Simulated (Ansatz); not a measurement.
# F on Ni(111): change of the work function, part 2 of 3

How does F on the fcc site change the work function of Ni(111) as the layer fills?

Ansatz 0.2.0; plane-wave DFT, PBE, Ansatz PAW.

So far, work function, upper face (eV): step 2 (the clean slab) 5.07.

## 3. Adsorbate added, k-mesh 6×6×1, coverage 0.25 ML

System of this step: Ni16F (F/Ni(111)). The cell holds 17 atoms: 16 Ni and 1 F. Cell: a = 4.978 Å, b = 4.978 Å, c = 25.251 Å, α = 90.0°, β = 90.0°, γ = 60.0°. Vacuum lies along c.

The clean slab as it ended is repeated in the plane and the adsorbate is set on one face; the cell's size fixes the coverage, and the k-mesh shrinks with it to keep the sampling density about even. Adsorbate and upper layers relax, since the dipole depends on the height.

Input file input.yaml:

```yaml
crystal:
  lattice:
    - [4.9780317395, 0.0, 0.0]
    - [2.4890158698, 4.3111019473, 0.0]
    - [0.0, 0.0, 25.2506329451]
  atoms:
    - { symbol: Ni, position: [0.0, 0.0, 0.356426709], spin: 0.7 }
    - { symbol: Ni, position: [0.1666666667, 0.1666666667, 0.4369107487], spin: 0.72 }
    - { symbol: Ni, position: [0.3333333333, 0.3333333333, 0.5171271846], spin: 0.72 }
    - { symbol: Ni, position: [0.0, 0.0, 0.5965382379], spin: 0.7 }
    - { symbol: Ni, position: [0.0, 0.5, 0.356426709], spin: 0.7 }
    - { symbol: Ni, position: [0.1666666667, 0.6666666667, 0.4369107487], spin: 0.72 }
    - { symbol: Ni, position: [0.3333333333, 0.8333333333, 0.5171271846], spin: 0.72 }
    - { symbol: Ni, position: [0.0, 0.5, 0.5965382379], spin: 0.7 }
    - { symbol: Ni, position: [0.5, 0.0, 0.356426709], spin: 0.7 }
    - { symbol: Ni, position: [0.6666666667, 0.1666666667, 0.4369107487], spin: 0.72 }
    - { symbol: Ni, position: [0.8333333333, 0.3333333333, 0.5171271846], spin: 0.72 }
    - { symbol: Ni, position: [0.5, 0.0, 0.5965382379], spin: 0.7 }
    - { symbol: Ni, position: [0.5, 0.5, 0.356426709], spin: 0.7 }
    - { symbol: Ni, position: [0.6666666667, 0.6666666667, 0.4369107487], spin: 0.72 }
    - { symbol: Ni, position: [0.8333333333, 0.8333333333, 0.5171271846], spin: 0.72 }
    - { symbol: Ni, position: [0.5, 0.5, 0.5965382379], spin: 0.7 }
    - { symbol: F, position: [0.1666666667, 0.1666666667, 0.643573291] }
magnetization:
  spin_polarized: true
kpoints:
  mp_grid: { grid: [6, 6, 1] }
hamiltonian:
  xc: pbe
scf:
  occupations: { method: fermi_dirac, width: 0.1 }
  convergence: { dr2_threshold: 1.0e-08 }
efield:
  axis: 3
  dipole_correction: true
  ramp_position: 0.97
  ramp_width: 0.06
relax:
  f_tol: 0.02
  max_steps: 60
  constraints: [{ sites: [0, 1, 4, 5, 8, 9, 12, 13] }]
output:
  dos: { projected: true, e_range: [-8, 4] }
  write_potential: true
  write_density: true
  volumetric_format: npy
  elf: true
```

On the command line:

```console
$ ansatz run input.yaml --threads 4 --pin off --max-ram 6144MiB --backend cpu --events-out ev --progress --plain --runs-dir out
```

The program printed:

```text
[...]
Crystal: 17 atoms, lattice volume = 541.899 Å³
Basis set: ecut = 420 eV, 10567 PW (Γ), exchange–correlation on 72×72×360 points (8 copies of the dense FFT grid, shifted against one another)
Bands: 184, of which v1, the nominal top of the filled ones, is band 148 counted from 1 (147 counted from 0)
Symmetry: 6 space group operations
k-points: 7 of 36 (time reversal used)
[...]
Starting moments: Σ|m| = 11.36 μB on 16 of 17 sites
[...]
SCF iter   1: F=—  HF=-94223.165188 eV  |F-HF|=—  |Δ(HF+E_count)|=         —  Δρ=3.04e-2 (↑1.36e-2 ↓3.04e-2)  dr2=1.30e1  dr2_m=1.15e0  M=12.104 μB ∫|m|=12.748 μB  β_m=1.00  ethr=3.10e-3  p=-0.000 e·Å  D=-6.17e-7 V/Å  ΔV_dip=0.00 eV  dr2_dipole=2.29e-1  V_vac-E_F(+/−)=7.18/7.18 eV  ⟨swp⟩=9.3  Hψ=12676  notcnv=0  defer=161
[...]
SCF iter  18: F=-94238.712716 eV  HF=-94238.712716 eV  |F-HF|=5.20e-9  |Δ(HF+E_count)|=  5.53e-10  Δρ=6.11e-7 (↑1.45e-7 ↓6.11e-7)  dr2=5.26e-9  dr2_m=3.33e-10  M=10.807 μB ∫|m|=12.432 μB  ethr=2.15e-12  p=0.017 e·Å  D=5.65e-3 V/Å  ΔV_dip=-0.14 eV  dr2_dipole=1.06e-9  V_vac-E_F(+/−)=4.93/5.07 eV  ⟨swp⟩=13.4  Hψ=19521  notcnv=0
SCF 1 converged in 18 iterations: F = -94238.712716 eV  dr2 = 5.26e-9
[...]
relax step   1: F+E_penalty+E_count = -94238.71271590 eV  Δ(F+E_penalty+E_count) = +0.000e0 eV  max|allowed force component| = 3.191e0 eV/Å  Δτ_max = 0.0000 Å  (18 SCF iters, accepted)
[...]
SCF iter  14: F=-94238.942320 eV  HF=-94238.942320 eV  |F-HF|=2.40e-9  |Δ(HF+E_count)|=   7.67e-9  Δρ=7.23e-7 (↑2.62e-7 ↓7.23e-7)  dr2=3.18e-9  dr2_m=4.23e-10  M=10.874 μB ∫|m|=12.508 μB  ethr=2.98e-12  p=-0.003 e·Å  D=-1.00e-3 V/Å  ΔV_dip=0.03 eV  dr2_dipole=8.87e-11  V_vac-E_F(+/−)=5.10/5.07 eV  ⟨swp⟩=12.3  Hψ=18382  notcnv=0
SCF 2 converged in 14 iterations: F = -94238.942320 eV  dr2 = 3.18e-9
[...]
relax step   2: F+E_penalty+E_count = -94238.94231967 eV  Δ(F+E_penalty+E_count) = -2.296e-1 eV  max|allowed force component| = 2.171e0 eV/Å  Δτ_max = 0.0738 Å  (14 SCF iters, accepted)
SCF iter   1: F=—  HF=-94239.196489 eV  |F-HF|=—  |Δ(HF+E_count)|=         —  Δρ=4.08e-3 (↑3.15e-3 ↓4.08e-3)  dr2=3.19e-1  dr2_m=1.88e-2  M=10.992 μB ∫|m|=12.620 μB  β_m=1.00  ethr=1.27e-3  p=-0.003 e·Å  D=-1.00e-3 V/Å  ΔV_dip=0.03 eV  dr2_dipole=8.72e-2  V_vac-E_F(+/−)=5.12/5.09 eV  ⟨swp⟩=4.3  Hψ=5974  notcnv=0  defer=241
[...]
SCF iter  16: F=-94239.165841 eV  HF=-94239.165841 eV  |F-HF|=2.56e-9  |Δ(HF+E_count)|=   1.66e-9  Δρ=3.11e-7 (↑8.03e-8 ↓3.11e-7)  dr2=2.86e-9  dr2_m=8.29e-11  M=10.970 μB ∫|m|=12.608 μB  ethr=2.24e-12  p=-0.055 e·Å  D=-1.85e-2 V/Å  ΔV_dip=0.47 eV  dr2_dipole=7.33e-10  V_vac-E_F(+/−)=5.54/5.07 eV  ⟨swp⟩=11.9  Hψ=16041  notcnv=0
SCF 3 converged in 16 iterations: F = -94239.165841 eV  dr2 = 2.86e-9
[...]
relax step   3: F+E_penalty+E_count = -94239.16584109 eV  Δ(F+E_penalty+E_count) = -2.235e-1 eV  max|allowed force component| = 3.967e-1 eV/Å  Δτ_max = 0.1619 Å  (16 SCF iters, accepted)
[...]
relax step   4: F+E_penalty+E_count = -94239.16922520 eV  Δ(F+E_penalty+E_count) = -3.384e-3 eV  max|allowed force component| = 2.082e-1 eV/Å  Δτ_max = 0.0740 Å  (15 SCF iters, accepted)
SCF iter   1: F=—  HF=-94239.176347 eV  |F-HF|=—  |Δ(HF+E_count)|=         —  Δρ=1.31e-3 (↑9.61e-4 ↓1.31e-3)  dr2=1.55e-2  dr2_m=2.41e-3  M=11.008 μB ∫|m|=12.648 μB  β_m=1.00  ethr=5.59e-5  p=-0.078 e·Å  D=-2.59e-2 V/Å  ΔV_dip=0.65 eV  dr2_dipole=2.73e-3  V_vac-E_F(+/−)=5.72/5.07 eV  ⟨swp⟩=3.2  Hψ=5002  notcnv=0  defer=246
[...]
SCF iter  14: F=-94239.175759 eV  HF=-94239.175759 eV  |F-HF|=7.20e-9  |Δ(HF+E_count)|=   9.30e-9  Δρ=5.62e-7 (↑2.66e-7 ↓5.62e-7)  dr2=6.42e-9  dr2_m=3.40e-10  M=10.993 μB ∫|m|=12.633 μB  ethr=1.00e-12  p=-0.072 e·Å  D=-2.41e-2 V/Å  ΔV_dip=0.61 eV  dr2_dipole=1.38e-9  V_vac-E_F(+/−)=5.68/5.08 eV  ⟨swp⟩=10.9  Hψ=18177  notcnv=0
SCF 5 converged in 14 iterations: F = -94239.175759 eV  dr2 = 6.42e-9
relax step   5: F+E_penalty+E_count = -94239.17575855 eV  Δ(F+E_penalty+E_count) = -6.533e-3 eV  max|allowed force component| = 8.115e-3 eV/Å  Δτ_max = 0.0318 Å  (14 SCF iters, accepted)
NSCF: frozen V_eff on 7 k-points
[...]
SCF converged after 14 iterations
Magnetization: 10.9930 μB (152.9965 up, 142.0035 down)
Absolute magnetization: 12.6456 μB (∫|ρ↑−ρ↓|, with the PAW one-centre terms)
[...]
Per-site moments (μB) at R_I (Å): [(0.699047, 1.026719), (0.709324, 1.017694), (0.727984, 0.999788), (0.788959, 0.844859), (0.699047, 1.026719), (0.717720, 1.019580), (0.727984, 0.999788), (0.788959, 0.844859), (0.699047, 1.026719), (0.717720, 1.019580), (0.727984, 0.999788), (0.788959, 0.844859), (0.695467, 1.026719), (0.717720, 1.019580), (0.654617, 0.999749), (0.741744, 0.999788), (0.074834, 0.844859)]
Free energy (F): -94239.175759 eV
[...]
Internal energy: -94238.271957 eV  (E = F + TS)
E sigma→0 (E₀):  -94238.723858 eV
Entropy (-TS):   -0.903801 eV (-53.165 meV/atom)
Fermi energy:    2.410590 eV
Dipole field:    D = -0.024075 V/Å  (p = -0.072097 e·Å, saw-weighted, corrected)
Work function:   Φ+ = 5.6836 eV   Φ− = 5.0758 eV
[...]
--- Forces (eV/Å), atoms counted from 1 ---
  atom   1  Ni    -0.01594254    -0.00920443     0.14937403
  atom   2  Ni    -0.00000000    -0.00000000    -0.20418093
  atom   3  Ni    -0.00105726    -0.00061041     0.00385617
  atom   4  Ni     0.00198625     0.00114676    -0.00099925
  atom   5  Ni     0.00000000     0.01840886     0.14937403
  atom   6  Ni    -0.06911549     0.03990384    -0.11956370
  atom   7  Ni     0.00000000     0.00122082     0.00385617
  atom   8  Ni    -0.00000000    -0.00229353    -0.00099925
  atom   9  Ni     0.01594254    -0.00920443     0.14937403
  atom  10  Ni    -0.00000000    -0.07980769    -0.11956370
  atom  11  Ni     0.00105726    -0.00061041     0.00385617
  atom  12  Ni    -0.00198625     0.00114676    -0.00099925
  atom  13  Ni     0.00000000    -0.00000000     0.12013330
  atom  14  Ni     0.06911549     0.03990384    -0.11956370
  atom  15  Ni    -0.00000000    -0.00000000    -0.00811457
  atom  16  Ni    -0.00000000     0.00000000    -0.00431450
  atom  17  F      0.00000000     0.00000000    -0.00155457
  max |Σ_I F_I| component: 2.95e-5 eV/Å
--- Band table (eV; the first three rows and the last of 14) ---
  k-point 0 ↑: bands = [... 144 lower, 1.8396, 1.8614, 1.9035, 1.9035, 2.0108, 2.0108, 2.0117, 2.0337, ... 32 higher]
  k-point 1 ↑: bands = [... 144 lower, 1.7568, 1.7895, 1.7920, 1.8130, 1.8698, 1.8706, 1.9035, 2.1396, ... 32 higher]
  k-point 2 ↑: bands = [... 144 lower, 1.6722, 1.7245, 1.7442, 1.7590, 1.7728, 1.8050, 1.8461, 1.8599, ... 32 higher]
  k-point 6 ↓: bands = [... 144 lower, 2.3991, 2.4119, 2.4154, 2.4681, 2.4787, 2.4826, 2.5078, 2.6008, ... 32 higher]
--- Relaxed structure (5 steps of the walk, 5 accepted, 0 SCFs on fresh bases) ---
  F+E_penalty+E_count = -94239.17575855 eV   max|allowed force component| = 8.115e-3 eV/Å
  atoms:
    - { symbol: Ni, position: [-1.795949e-17, -1.795949e-17, 0.356427] }
    - { symbol: Ni, position: [0.166667, 0.166667, 0.436911] }
    - { symbol: Ni, position: [0.332726, 0.332726, 0.516479] }
    - { symbol: Ni, position: [-0.00295628, -0.00295628, 0.597958] }
    - { symbol: Ni, position: [0.0, 0.500000, 0.356427] }
    - { symbol: Ni, position: [0.166667, 0.666667, 0.436911] }
    - { symbol: Ni, position: [0.332726, 0.834549, 0.516479] }
    - { symbol: Ni, position: [-0.00295628, 0.505913, 0.597958] }
    - { symbol: Ni, position: [0.500000, -1.795949e-17, 0.356427] }
    - { symbol: Ni, position: [0.666667, 0.166667, 0.436911] }
    - { symbol: Ni, position: [0.834549, 0.332726, 0.516479] }
    - { symbol: Ni, position: [0.505913, -0.00295628, 0.597958] }
    - { symbol: Ni, position: [0.500000, 0.500000, 0.356427] }
    - { symbol: Ni, position: [0.666667, 0.666667, 0.436911] }
    - { symbol: Ni, position: [0.833333, 0.833333, 0.519933] }
    - { symbol: Ni, position: [0.500000, 0.500000, 0.593622] }
    - { symbol: F, position: [0.166667, 0.166667, 0.654742] }
```

Run time: 95 s. Hardware: 4 threads of AMD EPYC 9R45, shared host; peak memory 3 GiB; 6.1 min of CPU time.

The steps of the relaxation:

```tsv
step	energy less that of the first step (eV)	largest force component (eV/Å)
1	0.0000	3.1914
2	-0.2296	2.1712
3	-0.4531	0.3967
4	-0.4565	0.2082
5	-0.4630	0.0081
```

The run keeps the 6 symmetry operations that the program found, so distortions that break them were not tested.

The atoms that moved most (Å):

```tsv
atom	dx	dy	dz	length
F17	0.000	0.000	0.282	0.282
Ni16	0.000	0.000	-0.074	0.074
Ni15	0.000	0.000	0.071	0.071
Ni4	-0.022	-0.013	0.036	0.044
Ni8	0.000	0.025	0.036	0.044
Ni12	0.022	-0.013	0.036	0.044
Ni3	-0.005	-0.003	-0.016	0.017
Ni11	0.005	-0.003	-0.016	0.017
```

Final coordinates:

```
Ni F
1.0
     4.97803    0.00000    0.00000
     2.48902    4.31110    0.00000
     0.00000    0.00000   25.25063
Ni F
16 1
Direct
  0.00000 0.00000 0.35643
  0.16667 0.16667 0.43691
  0.33273 0.33273 0.51648
  0.99704 0.99704 0.59796
  0.00000 0.50000 0.35643
  0.16667 0.66667 0.43691
  0.33273 0.83455 0.51648
  0.99704 0.50591 0.59796
  0.50000 0.00000 0.35643
  0.66667 0.16667 0.43691
  0.83455 0.33273 0.51648
  0.50591 0.99704 0.59796
  0.50000 0.50000 0.35643
  0.66667 0.66667 0.43691
  0.83333 0.83333 0.51993
  0.50000 0.50000 0.59362
  0.16667 0.16667 0.65474
```

This step gave:

- energy at zero smearing: -94238.7239 eV
- total moment: 10.99 μB
- work function, upper face: 5.684 eV
- work function, lower face: 5.076 eV
- dipole along the normal: -0.07210 e·Å
- step between the vacuum levels: 0.6079 eV

Running mean over 2.032 Å of the planar mean; the ramp of the sawtooth is left out. Table of electron's electrostatic potential energy less the Fermi level by z:

```tsv
z (Å)	electron's electrostatic potential energy less the Fermi level (eV)
3.5	5.08
4.0	5.08
4.5	5.07
5.0	5.07
5.5	5.06
6.0	5.02
6.5	4.89
7.0	4.39
7.5	2.24
8.0	-3.19
8.5	-8.36
9.0	-10.1
9.5	-10.3
10.0	-10.3
10.5	-10.3
11.0	-10.4
11.5	-10.4
12.0	-10.4
12.5	-10.4
13.0	-10.4
13.5	-10.5
14.0	-10.6
14.5	-10.6
15.0	-10.4
15.5	-9.62
16.0	-5.38
16.5	0.407
17.0	3.31
17.5	4.60
18.0	5.45
18.5	5.65
19.0	5.68
19.5	5.68
20.0	5.68
20.5	5.68
21.0	5.68
21.5	5.68
22.0	5.68
```

The density of states has structure finer than the step of the table below, so its rows give means over 0.25 eV. Peaks (eV: height): total -1.590: 68.8, -1.500: 65.4, -1.020: 72.6, -0.960: 72.7, -0.870: 65.3, -0.750: 84.2, -0.690: 78.9; up -2.770: 32.3, -2.290: 33.3, -2.110: 38.6, -2.050: 32.3, -1.590: 40.0, -1.080: 34.8, -0.750: 53.1; down -2.080: 34.9, -1.500: 39.3, -1.380: 36.7, -1.020: 43.7, -0.960: 53.9, -0.870: 42.5, 0.210: 38.6.

Density of states against energy, zero at the Fermi level; means over each step; values in states/eV a cell:

```tsv
energy (eV)	total	up	down
-7.75	0.912	0.461	0.451
-7.50	0.996	0.499	0.497
-7.25	2.13	1.08	1.06
-7.00	2.81	1.47	1.34
-6.75	2.52	1.35	1.17
-6.50	2.61	1.41	1.20
-6.25	5.60	4.09	1.51
-6.00	5.92	2.32	3.60
-5.75	9.78	5.82	3.96
-5.50	5.63	1.90	3.73
-5.25	3.32	1.66	1.66
-5.00	5.87	2.49	3.38
-4.75	7.60	4.35	3.25
-4.50	9.70	6.84	2.86
-4.25	11.1	6.77	4.32
-4.00	22.5	15.7	6.76
-3.75	21.9	14.3	7.60
-3.50	26.2	13.2	13.0
-3.25	25.6	13.4	12.2
-3.00	24.5	12.1	12.4
-2.75	29.4	17.0	12.4
-2.50	34.4	21.3	13.0
-2.25	38.2	26.0	12.2
-2.00	39.5	20.2	19.3
-1.75	39.2	17.1	22.1
-1.50	50.8	21.9	28.8
-1.25	42.6	22.5	20.1
-1.00	50.2	25.5	24.7
-0.75	57.6	38.1	19.5
-0.50	33.4	10.8	22.6
-0.25	26.0	3.93	22.1
0.00	28.1	2.29	25.8
0.25	27.5	2.65	24.8
0.50	9.04	2.69	6.35
0.75	6.12	2.91	3.21
1.00	5.13	2.10	3.03
1.25	5.40	1.31	4.09
1.50	4.87	2.84	2.03
1.75	5.72	3.69	2.02
```

Projected DOS per atom over height of the atomic layer and energy from the Fermi level. Layers: Ni4 Ni4 Ni4 Ni4 F from below.

Ten even steps from '_' (0.02 states/eV) to '@' (4.31 states/eV), each cell a mean:
```
__________
__________
__________
::::::::__
==------__
**++++++__
##****##__
##++++##__
**====**__
++++++++__
--====--__
::--==::__
::----::__
..::--..__
__....____
________..
________%%
________@@
________::
________..
__________
__________
```
Columns: height of the atomic layer (Å) from 9 to 16.5 (not evenly spaced); rows upwards: energy from the Fermi level (eV) from -7.96 to 1.95.

Projected DOS per atom, spin up over height of the atomic layer and energy from the Fermi level. Layers: Ni4 Ni4 Ni4 Ni4 F from below.

Ten even steps from '_' (0.01 states/eV) to '@' (3.03 states/eV), each cell a mean:
```
__________
__________
__________
__________
__________
--------__
**++++**__
==--==++__
++--::==__
++++++++__
::------__
::::::::__
..----::__
..::::..__
__....____
__________
________::
________@@
________::
__________
__________
__________
```
Columns: height of the atomic layer (Å) from 9 to 16.5 (not evenly spaced); rows upwards: energy from the Fermi level (eV) from -7.96 to 1.95.

Projected DOS per atom, spin down over height of the atomic layer and energy from the Fermi level. Layers: Ni4 Ni4 Ni4 Ni4 F from below.

Values in states/eV, 22 rows by 5 columns, each cell a mean:
```
0.12 0.12 0.10 0.11 0.03
0.17 0.16 0.17 0.19 0.05
0.21 0.15 0.15 0.19 0.05
0.72 0.79 0.86 1.02 0.16
1.73 1.51 1.38 1.39 0.08
1.61 1.17 1.16 1.61 0.09
1.26 1.04 1.03 1.26 0.10
1.86 1.31 1.30 1.55 0.09
1.34 1.21 1.20 1.32 0.04
0.70 0.87 0.85 0.68 0.03
0.70 0.78 0.75 0.72 0.07
0.44 0.87 0.96 0.53 0.11
0.36 0.56 0.59 0.33 0.15
0.23 0.50 0.51 0.22 0.15
0.16 0.21 0.21 0.13 0.23
0.09 0.14 0.13 0.07 0.26
0.08 0.09 0.11 0.16 2.78
0.07 0.10 0.12 0.14 1.29
0.03 0.06 0.04 0.07 0.43
0.04 0.08 0.07 0.07 0.19
0.03 0.06 0.07 0.04 0.06
0.01 0.04 0.05 0.01 0.01
```
Columns: height of the atomic layer (Å) from 9 to 16.5 (not evenly spaced); rows upwards: energy from the Fermi level (eV) from -7.96 to 1.95.

Site moment by atom:

```tsv
atom	site moment (μB)
Ni1	0.699
Ni2	0.709
Ni3	0.728
Ni4	0.789
Ni5	0.699
Ni6	0.718
Ni7	0.728
Ni8	0.789
Ni9	0.699
Ni10	0.718
Ni11	0.728
Ni12	0.789
Ni13	0.695
Ni14	0.718
Ni15	0.655
Ni16	0.742
F17	0.075
```

Spin density in the ca plane at fractional y = 0.167, with atoms of Ni and F within 0.2 Å of it.

Ten even steps from '0' (0.0 e/Å³) to '9' (2.2 e/Å³), each cell a mean:
```
00000000000000000000000000000000000000000000
00000000000000000000000000000000000000000000
00000000010000000000000000000000000000000000
00000000472000000000000000000000000000000000
00000000482000000000000000000000000000000000
00000000110000000000000000000000000000000000
00000000000000000000000000000000000000000000
00000000000000000000000000000000000000000000
00000000000000000000000000000000000000000000
00000000131000000000000000000000000000000000
00000000593000000000000000000000000000000000
00000000241000000000000000000000000000000000
00000000000000000000000000000000000000000000
```
Columns run along c (16.0 Å, from fractional 0.31 to 0.94 of the cell), rows up along a (5.0 Å). Atoms in or near the plane, at fractional coordinates: Ni at (0.44, 0.17), Ni at (0.44, 0.67), F at (0.65, 0.17).

Electrostatic potential energy in the ca plane at fractional y = 0.167, with atoms of Ni and F within 0.2 Å of it. With pseudopotentials it is smooth inside the atoms' cores, unlike the true potential.

Ten even steps from '0' (-44 eV) to '9' (8 eV), each cell a mean:
```
98634788888986447886458999999999999999999999
98645888778887457886458999999999999999999999
99878886213788778988788999999999999999999999
99988983000589889999889999999999999999999999
99989983000589889999899999999999999999999999
99878886212788888998788999999999999999999999
98655888767887557886568999999999999999999999
98634788888986447886458999999999999999999999
98766887546887668887678889999999999999999999
99888884001688888998888424899999999999999999
99999982000489999999887101799999999999999999
99888884000688889998888313899999999999999999
98767887535888668887678878999999999999999999
```
Columns run along c (16.0 Å, from fractional 0.31 to 0.94 of the cell; values clipped at the 3rd and 97th percentile), rows up along a (5.0 Å). Atoms in or near the plane, at fractional coordinates: Ni at (0.44, 0.17), Ni at (0.44, 0.67), F at (0.65, 0.17).

Valence density in the ca plane at fractional y = 0.167, with atoms of Ni and F within 0.2 Å of it. It is the smooth field of the valence electrons, not physical close to the nuclei.

Ten steps, logarithmic in the rise over the least value, from '0' (0 e/Å³) to '9' (44 e/Å³), each cell a mean:
```
01232111111112331112321000000000000000000000
00122111111111221112221000000000000000000000
00111112453111111011110000000000000000000000
00011114897211110000100000000000000000000000
00011114897211110000100000000000000000000000
00111112564111111011110000000000000000000000
00122111121111221112221000000000000000000000
01232111111012331112321000000000000000000000
00121111232111221111211121000000000000000000
00111113675211110001112454200000000000000000
00011114897211100000012576200000000000000000
00011113786211110000112464200000000000000000
00121111232111111011111222000000000000000000
```
Columns run along c (16.0 Å, from fractional 0.31 to 0.94 of the cell), rows up along a (5.0 Å). Atoms in or near the plane, at fractional coordinates: Ni at (0.44, 0.17), Ni at (0.44, 0.67), F at (0.65, 0.17).

The relaxation took 5 steps and lowered the energy by 0.46 eV; the largest force on the free atoms ends at 0.0081 eV/Å.

By hand: a sheet of dipoles makes a step −p/(ε₀A) in the electron's potential. With e/ε₀ = 180.95 V·Å, p = -0.07210 e·Å and A = 21.46 Å², that is −180.95 × (-0.07210) / 21.46 = +0.608 eV, and the two vacuum levels of the run differ by +0.608 eV.

The covered face has 5.68 eV, +0.61 eV against the clean one; the bare back face has moved by -0.01 eV, a measure of how thin the slab is.

(Part 2 of 3 ends here.)

[Long decimals in the printed logs are rounded to 6 places.]

[Logs are printed without paths, hosts, clocks, repeated set-up lines and the standing remarks that a program may print on its own settings, such as how far it seeks lower states.]

[Hosts, paths, dates, database ids (printed as entryN), source tags and the programs' standing remarks are cut or masked in the printed files.]

[Maps of the electrostatic potential energy from Ansatz leave out the sawtooth potential of an applied field or a dipole correction, so their vacuum need not be flat; planar profiles and work functions include it.]
